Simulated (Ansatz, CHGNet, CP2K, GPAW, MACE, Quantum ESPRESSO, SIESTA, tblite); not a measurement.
**A faulty Quantum ESPRESSO run on random packing of Na51Sb49 (at. %) (68 atoms)**

Program: Quantum ESPRESSO 7.5, a calculation on a cell of 35 Na and 33 Sb, 29.8 Å³ an atom.

File pw.in:

```
&control
  calculation = 'scf'
  pseudo_dir = './pseudo'
  outdir = './tmp'
  disk_io = 'none'
  tprnfor = .true.
  tstress = .true.
/
&system
  ibrav = 0
  nat = 68
  ntyp = 2
  ecutwfc = 45
  ecutrho = 360
  nosym = .true.
  occupations = 'smearing'
  smearing = 'fd'
  degauss = 0.003675
  nbnd = 162
/
&electrons
  conv_thr = 3.4e-07
  electron_maxstep = 50
  mixing_beta = 0.2
  mixing_mode = 'local-TF'
  diagonalization = 'david'
/
ATOMIC_SPECIES
Na 22.990 Na.upf
Sb 121.760 Sb.upf
CELL_PARAMETERS angstrom
12.65230 0.00000 0.00000
0.00000 12.65230 0.00000
0.00000 0.00000 12.65230
ATOMIC_POSITIONS crystal
Na 0.59710 0.05640 0.97732
Na 0.91857 0.13735 0.69726
Na 0.90597 0.65605 0.37481
Na 0.14811 0.09532 0.89984
Na 0.72218 0.48085 0.05367
Na 0.57799 0.49852 0.45126
Na 0.65577 0.93102 0.77408
Na 0.99856 0.96904 0.53583
Na 0.50523 0.60328 0.97408
Na 0.09598 0.76765 0.27386
[... 54 atom lines left out ...]
Sb 0.06221 0.24087 0.50554
Sb 0.52224 0.65813 0.20312
Sb 0.41182 0.17235 0.06561
Sb 0.22734 0.03157 0.68545
K_POINTS gamma
```

Launch:

```console
$ OMP_NUM_THREADS=1 mpirun -np 4 pw.x -in pw.in > output.txt
```

What it wrote:

```text
Program PWSCF
     gamma-point specific algorithms are used
 %%%%%%%%%%%%%%%%%%%%%%%%%%%%%%%%%%%%%%%%%%%%%%%%%%%%%%%%%%%%%%%%%%%%%%%%%%%%%%
     Error in routine setup (1):
     too few bands
 %%%%%%%%%%%%%%%%%%%%%%%%%%%%%%%%%%%%%%%%%%%%%%%%%%%%%%%%%%%%%%%%%%%%%%%%%%%%%%
```

Run time: 0.72 s. Hardware: 4 MPI ranks of Arm Neoverse V1, shared host; peak memory 0.58 GiB.

Banners, paths, timers and routine set-up lines are dropped from the logs unmarked, and long logs keep their key lines alone; longer cuts are marked.

Q: Find the fault and mend it.

Too few bands: bands 162. Mend: ask for at least half as many bands as electrons, and some more for the smearing.

The program stopped at the start.

[Also dropped from logs without a mark: logging warnings of Python, and SIESTA's first energy breakdown and zero terms.]

[Logs are printed without paths, hosts, clocks, repeated set-up lines and the standing remarks that a program may print on its own settings, such as how far it seeks lower states.]

[Hosts, paths, dates, database ids (printed as entryN), source tags and the programs' standing remarks are cut or masked in the printed files.]
